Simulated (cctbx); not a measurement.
## What resolution and counting buy: ScTl9Cr6

Space group I4/m (no. 87), a = 7.9450 Å, b = 7.9450 Å, c = 11.5400 Å, α = 90.00°, β = 90.00°, γ = 90.00°.

```csv
atom,mult.,x,y,z,Ueq (Å²)
Tl1,16,0.3449,0.1430,0.3411,0.0051
Tl2,2,1/2,1/2,0,0.0059
Cr1,8,0.3213,0.1470,0,0.0106
Cr2,4,1/2,1/2,0.2676,0.0072
Sc1,2,0,0,0,0.0101
```

The model is made up (kin elements in a known structure type, no relaxation), so it says nothing on whether the phase exists.

Five simulated data sets (cctbx; Mo Kα, λ = 0.71073 Å; 3 % proportional error) differ in resolution or exposure (noise floor 2 counts in the first three, 8 in the last two). Each is refined with the right model, isotropic at 1.1 Å and anisotropic otherwise. How do the figures of merit and the uncertainties move?

| d min (Å) | top counts | ⟨I/σ⟩ (unmerged, absences included) | unique | param. (scale apart) | Rint | R1 | GooF | largest s.u. xyz (fractional) | s.u. U of Sc1 (Å²) | largest error (Å) |
| --- | --- | --- | --- | --- | --- | --- | --- | --- | --- | --- |
| 1.1 | 20000 | 8.7 | 160 | 11 | 0.026 | 0.0142 | 1.83 | 0.00036 | 0.0017 | 0.0035 |
| 0.84 | 20000 | 8.1 | 348 | 22 | 0.029 | 0.0082 | 0.92 | 0.00012 | 0.0007 | 0.0024 |
| 0.6 | 20000 | 7.1 | 925 | 22 | 0.030 | 0.0102 | 0.94 | 0.00008 | 0.0003 | 0.0012 |
| 0.75 | 300 | 0.7 | 480 | 22 | 0.342 | 0.0686 | 0.88 | 0.00221 | 0.0120 | 0.0309 |
| 0.75 | 3000 | 3.3 | 480 | 22 | 0.066 | 0.0237 | 0.88 | 0.00034 | 0.0017 | 0.0043 |

GooF reaches 1.83 where the model lacks something that the data hold (anisotropy at the isotropic level, for one). The s.u. of U for Sc1 goes 0.0017, 0.0007, 0.0003 Å² with resolution and 0.0120, 0.0017 Å² with exposure.

The 1.1 Å row also differs in its displacement model, so it isn't a clean test of resolution.

Hardware for the 0.6 Å refinement: 0.68 s on 1 thread of Arm Neoverse N1, with other jobs on the host, peak memory 0.09 GiB.

[Logs are printed without paths, hosts, clocks, repeated set-up lines and the standing remarks that a program may print on its own settings, such as how far it seeks lower states.]
